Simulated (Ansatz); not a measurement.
# Ru(101) slab (three-index Miller notation) (28 atoms): surface energy

What is the surface energy of this cell, counted against the bulk crystal, and how far does it hang on functional and mesh?

Calculated with Ansatz 0.2.0: Kohn-Sham DFT, PBE, PAW (set soft_2), plane waves; cutoff 420 eV, fermi-dirac smearing of 0.1 eV. Cutoffs: 420 eV for PBE and PBEsol; 500 eV for r2SCAN.

**The cells**

The cell holds 28 atoms: 28 Ru. Cell: a = 5.068 Å, b = 5.430 Å, c = 27.708 Å, α = 90.0°, β = 90.0°, γ = 74.5°. It derives from Ru. The starting structure: Slab of Ru cut on (1 0 1), 12.7 Å thick, 1 x 2 surface cells, both faces free, 15 Å of vacuum; not relaxed. Lattice constants are starting values near those of PBE. Vacuum lies along c.

The bulk reference is Ru2 in a cell of 2 atoms, 13.661 Å³ an atom.

The input of the single point on the relaxed cell:

```yaml
crystal:
  lattice:
    - [5.06849, 0.0, 0.0]
    - [1.45432, 5.23162, 0.0]
    - [0.0, 0.0, 27.70807]
  atoms:
    - { symbol: Ru, position: [0.92261, 0.01871, 0.27325] }
    - { symbol: Ru, position: [0.46659, 0.38295, 0.28357] }
    - { symbol: Ru, position: [0.15378, 0.2112, 0.34393] }
    - { symbol: Ru, position: [0.69346, 0.07626, 0.35581] }
    [... 22 atom lines left out ...]
    - { symbol: Ru, position: [0.31307, 0.67213, 0.71643] }
    - { symbol: Ru, position: [0.85705, 0.53637, 0.72675] }
kpoints:
  mp_grid: { grid: [7, 7, 1] }
hamiltonian:
  xc: pbe
scf:
  occupations: { method: fermi_dirac, width: 0.1 }
output:
  forces: true
  populations: true
  dos:
    method: { smearing: { sigma: 0.08 } }
    de: 0.1
    projected: { site_lists: { Ru: [Ru] } }
  eigenvalues: true
  write_density: true
  write_potential: true
  volumetric_format: npy
```

| cell | formula | k-mesh | relaxation steps | gain on relaxing (eV) | free energy, PBE (eV) | time of its runs on this page |
| --- | --- | --- | --- | --- | --- | --- |
| Ru(101) slab (three-index Miller notation) | Ru28 | 7×7×1 (relaxed on 5×5×1) | 4 | 0.29 | -164594.042 | 59 s |
| bulk Ru | Ru2 | 23×23×13 | - | - | -11757.403 | 25 s |

**Surface energy**

The excess is the cell's free energy less 14 times that of the bulk cell. It is divided by twice the area, as the cell holds two faces, so the value is their mean, and they need not be alike (26.52 Å²), with 1 eV/Å² = 16.022 J/m².

| level | k-mesh | excess (eV) | surface energy (J/m²) | per area (meV/Å²) |
| --- | --- | --- | --- | --- |
| PBE | 7×7×1 | 9.604 | 2.901 | 181.1 |
| PBE, denser mesh | 9×9×1 | 9.601 | 2.901 | 181.0 |
| r2SCAN | 7×7×1 | 10.451 | 3.157 | 197.1 |
| PBEsol | 7×7×1 | 11.105 | 3.355 | 209.4 |

Worked for the first row at PBE: (-164594.042) − 14 × (-11757.403) = 9.604 eV (from unrounded energies).

Then 9.604 / (2 × 26.52) × 16.022 = 2.901 J/m².

**Neighbours**

Bonds by pair of elements; cutoffs follow the first minimum of g(r), held within bounds set by covalent radii, and pairs that aren't listed don't count as bonded:

| pair A-B | cutoff (Å) | bonds | mean length (Å) | spread (Å) | shortest (Å) | B about A | A about B |
| --- | --- | --- | --- | --- | --- | --- | --- |
| Ru-Ru | 3.12 | 154 | 2.68 | 0.043 | 2.55 | 11 | 11 |

How many atoms have how many bonded neighbours:

| element | mean | 8 | 9 | 12 |
| --- | --- | --- | --- | --- |
| Ru | 11 | 4 | 4 | 20 |

**Findings**

At PBE the surface energy is 2.90 J/m². At the same geometries the levels give 2.90 (PBE) to 3.35 J/m² (PBEsol) and the denser mesh leaves it within 0.01 J/m². Relaxing the atoms lowered it by 0.089 J/m² from the start (on the 5×5×1 mesh of the relaxation), and the farthest atom moved 0.07 Å. By these cutoffs 8 of 28 Ru atoms differ from the commonest count of 12.

Limits: The cell edges were held, so the lattice is the typed one for every functional. Cell and bulk are sampled on unlike meshes, and the error grows with the number of atoms subtracted. These are free energies under a smearing of 0.1 eV, whose entropy term isn't removed. In some runs the program notes that the exchange-correlation potential is rough where the density is thin and positions were snapped to a detected symmetry.

[Logs are printed without paths, hosts, clocks, repeated set-up lines and the standing remarks that a program may print on its own settings, such as how far it seeks lower states.]

[Hosts, paths, dates, database ids (printed as entryN), source tags and the programs' standing remarks are cut or masked in the printed files.]
